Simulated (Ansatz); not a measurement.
# Random alloy of the diamond Si-Ge line, x = 0.625 (64 atoms): geometry optimisation, part 2 of 2

Wanted: the relaxed structure of random alloy of the diamond Si-Ge line, x = 0.625 (64 atoms) and its electronic structure.

Ansatz 0.2.0; Kohn-Sham DFT, PBE, PAW (set soft_2), plane waves.

The cell: 24 Si and 40 Ge. The host structure and its lattice constant were typed by rule, without a check against the phase diagram. Only the Γ point is sampled in the main run, in a cell whose shortest periodic width is 11 Å.

So far. Step 3 (Cell and atoms relaxed): The relaxation changed the energy by -17.3 meV/atom, and atoms moved by 0.061 Å r.m.s., 0.10 Å at most. Step 6 (K-mesh 2×2×2): Forces differ from those of the single point at the relaxed geometry by 14 meV/Å r.m.s.; the energy by -120 meV/atom, the pressure by -0.22 GPa and the gap by +0.0055 eV. It took roughly 9.8 times the reference's time (one timing each, with unlike analyses asked), in 10 cycles against 9.

**7. Functional HSE06**

HSE06 mixes in a quarter of exact exchange at short range, which counters self-interaction, at a higher cost.

This step: Kohn-Sham DFT, HSE06, PAW (set soft_2), plane waves (Ansatz 0.2.0).

Contents of input.yaml:

```yaml
crystal:
  lattice:
    - [11.28458, 0.00079, -0.00264]
    - [0.00079, 11.28963, -0.00178]
    - [-0.00264, -0.00178, 11.29112]
  atoms:
    [... the 64 atom lines of step 5 ...]
kpoints:
  mp_grid: { grid: [1, 1, 1] }
hamiltonian:
  xc: hse06
scf:
  occupations: { method: fermi_dirac, width: 0.025 }
output:
  forces: true
  stress: true
  populations: true
  dos:
    method: { smearing: { sigma: 0.08 } }
    de: 0.05
    projected: { site_lists: { Ge: [Ge], Si: [Si] } }
  eigenvalues: true
```

Command:

```sh
$ ansatz run input.yaml --threads 4 --pin off --max-ram 8192MiB --backend cpu --events-out ev --progress --plain --runs-dir out
```

The job ended after 6.1 min (4 threads of Arm Neoverse V2, shared host; peak memory 4.3 GiB).

The program notes that the exchange threshold is loose for the stress and the SCF threshold is loose for the stress.

Geometry and reference: those of the single point at the relaxed geometry.

Forces differ from those of the single point at the relaxed geometry by 35 meV/Å r.m.s.; the pressure by -2.1 GPa and the gap by +0.70 eV. It took roughly 18 times the reference's time (one timing each, with unlike analyses asked), in 27 cycles against 9.

Read from the output:

```
free energy                                      : -187097.1028 eV
free energy per atom                             : -2923.3922 eV/atom
SCF cycles                                       : 27
pressure                                         : -2.135 GPa
r.m.s. force component                           : 0.03538 eV/Å
longest force                                    : 0.08716 eV/Å
Fermi energy                                     : 7.538 eV
gap (highest filled to lowest empty level) : 1.064 eV
spilling of the projection                       : 0.002658
```

Length of the force by element and coordination:

```tsv
element	coordination	atoms	mean length of the force (eV/Å)	spread	least	most
Ge	all	40	0.0572	0.0223	0.0072	0.0872
Si	all	24	0.0593	0.0144	0.0172	0.0793
```

Löwdin charges by element and coordination (they lack the spilled electrons, 0.027 e an atom on average):

```tsv
element	coordination	atoms	mean charge (e)	spread	least	most
Ge	all	40	-0.0018	0.0166	-0.0446	0.027
Si	all	24	0.0757	0.0148	0.0485	0.100
```

Charge against the make-up of the first shell:

```tsv
Si neighbours of Ge	atoms	mean charge (e)
0	6	0.023
1	18	0.005
2	11	-0.013
3	4	-0.03
4	1	-0.045
```

Density of states as counts of states in windows of 1 eV (from the Fermi level), total and the larger projections:

```tsv
from (eV)	to (eV)	total	Ge p	Si p	Ge s	Si s
-14	-13	2.2	0.2	0.2	1.4	0.4
-13	-12	18.9	3.1	1.9	10.6	3.2
-12	-11	23.6	3.9	2.2	10.0	7.4
-11	-10	0.0	0.0	0.0	0.0	0.0
-10	-9	36.0	7.8	5.2	14.6	8.2
-9	-8	8.0	3.3	2.0	1.6	1.0
-8	-7	17.1	4.6	3.8	6.0	2.4
-7	-6	6.9	2.5	1.2	1.0	2.2
-6	-5	7.4	1.6	2.0	2.5	1.2
-5	-4	52.6	29.9	18.6	1.9	1.8
-4	-3	12.0	7.4	4.5	0.0	0.0
-3	-2	45.2	26.2	18.6	0.0	0.0
-2	-1	18.8	14.8	3.9	0.0	0.0
-1	0	6.0	4.1	1.7	0.0	0.0
0	1	20.0	5.2	4.5	5.8	2.6
1	2	14.7	5.6	3.1	3.0	2.1
2	3	31.5	13.4	8.2	4.3	2.3
3	4	25.2	9.8	6.3	1.7	1.4
```

Between -26 and -14 eV lie 1 more states.

The levels nearest the highest filled one (over half full), pooled over k-points and spins:

```tsv
level less the highest filled one (eV)	occupation
-1.26	2
-1.21	2
-1.18	2
-0.0138	2
-0.0082	2
0	2
1.06	0
1.09	0
1.17	0
1.22	0
1.24	0
1.28	0
```

**8. Functional r2SCAN (500 eV)**

The meta-GGA r2SCAN uses the kinetic energy density as well as the density and its gradient. Besides, the cutoff goes from 420 to 500 eV.

This step: Kohn-Sham DFT, r2SCAN, PAW (set soft_2), plane waves (Ansatz 0.2.0).

input.yaml: that of step 7 with these lines changed.

```diff
@@ -10,3 +10,3 @@
 hamiltonian:
-  xc: hse06
+  xc: r2scan
 scf:
```

Elapsed: 47 s, on 4 threads; peak memory 4.2 GiB.

Geometry and reference: those of the single point at the relaxed geometry.

Forces differ from those of the single point at the relaxed geometry by 38 meV/Å r.m.s.; the pressure by -2.4 GPa and the gap by +0.27 eV. It took roughly 2.4 times the reference's time (one timing each, with unlike analyses asked), in 8 cycles against 9.

**9. Functional PBEsol**

PBEsol restores the gradient expansion of exchange for slowly varying densities and usually gives shorter bonds in solids than PBE.

This step: Kohn-Sham DFT, PBEsol, PAW (set soft_2), plane waves (Ansatz 0.2.0).

input.yaml: that of step 8 with these lines changed.

```diff
@@ -10,3 +10,3 @@
 hamiltonian:
-  xc: r2scan
+  xc: pbesol
 scf:
```

Run time: 18 s. Hardware: 4 threads; peak memory 1.8 GiB; 69 s of CPU time.

Geometry and reference: those of the single point at the relaxed geometry.

Forces differ from those of the single point at the relaxed geometry by 23 meV/Å r.m.s.; the pressure by -2.5 GPa and the gap by -0.072 eV.

**10. Cost against change**

Each row is set against the single point at the relaxed geometry (Kohn-Sham DFT, PBE, PAW (set soft_2), plane waves; r.m.s. force component 0.00518 eV/Å). Energies are set beside the reference only for runs with its functional, potentials and electron count. Times are for 4 threads of Arm Neoverse V2, shared host. The reference's time includes grids, which some other runs skip.

```tsv
run	Δ force, r.m.s. (meV/Å)	Δ energy (meV/atom)	Δ pressure (GPa)	Δ gap (eV)	cycles	time	host memory (GiB)
reference	-	-	-	-	9	20 s	1.8
k-mesh 2×2×2	13.7	-120	-0.224	0.0055	10	3.3 min	6.3
functional HSE06	34.7	-	-2.13	0.701	27	6.1 min	4.3
functional r2SCAN (500 eV)	37.6	-	-2.38	0.271	8	47 s	4.2
functional PBEsol	22.9	-	-2.48	-0.0725	8	18 s	1.8
```

**11. Outcome**

| Quantity | Value |
| --- | --- |
| energy change in the relaxation | -17.32 meV/atom |
| r.m.s. displacement | 0.061 Å |
| largest displacement | 0.105 Å |
| free energy per atom | -2922.6528 eV/atom |
| density | 4.132 g/cm³ |
| pressure | -0.0005055 GPa |
| r.m.s. force component | 0.00518 eV/Å |
| gap (highest filled to lowest empty level) | 0.3632 eV |
| wall time of the 7 DFT runs | 12 min |

**Reading.** Relaxation lowers the energy by 17.3 meV/atom and moves atoms by 0.061 Å r.m.s.; the r.m.s. force component goes from 0.39 to 0.0052 eV/Å. Displacements are taken in the final cell, so they leave out its strain. By the final cutoffs no bond was broken or made. The cell shrank by 0.4 % in volume. First to last step the energy falls by 1.109 eV, across changes of basis; the largest move, 0.10 Å, is that of Si57 and 1 other atom alike. The Si-Si bonds change most in mean length: from 2.446 Å (spread 0.023) to 2.390 Å (spread 0.007). Counting bonds as in the table, all Ge atoms have 4 and all Si atoms have 4 bonded neighbours. Between filled and empty levels lie 0.363 eV (at Γ alone); a semilocal functional tends to put such gaps too low.

Among the changes of functional, dispersion, potentials or spin, functional r2SCAN (500 eV) moves the forces most, by 38 meV/Å r.m.s. The gap changes by +0.70 eV with HSE06.

[Long decimals in the printed logs are rounded to 6 places.]

[Logs are printed without paths, hosts, clocks, repeated set-up lines and the standing remarks that a program may print on its own settings, such as how far it seeks lower states.]

[Hosts, paths, dates, database ids (printed as entryN), source tags and the programs' standing remarks are cut or masked in the printed files.]

[A walk said to have stopped at its limit may instead have ended on an SCF cycle that didn't converge.]
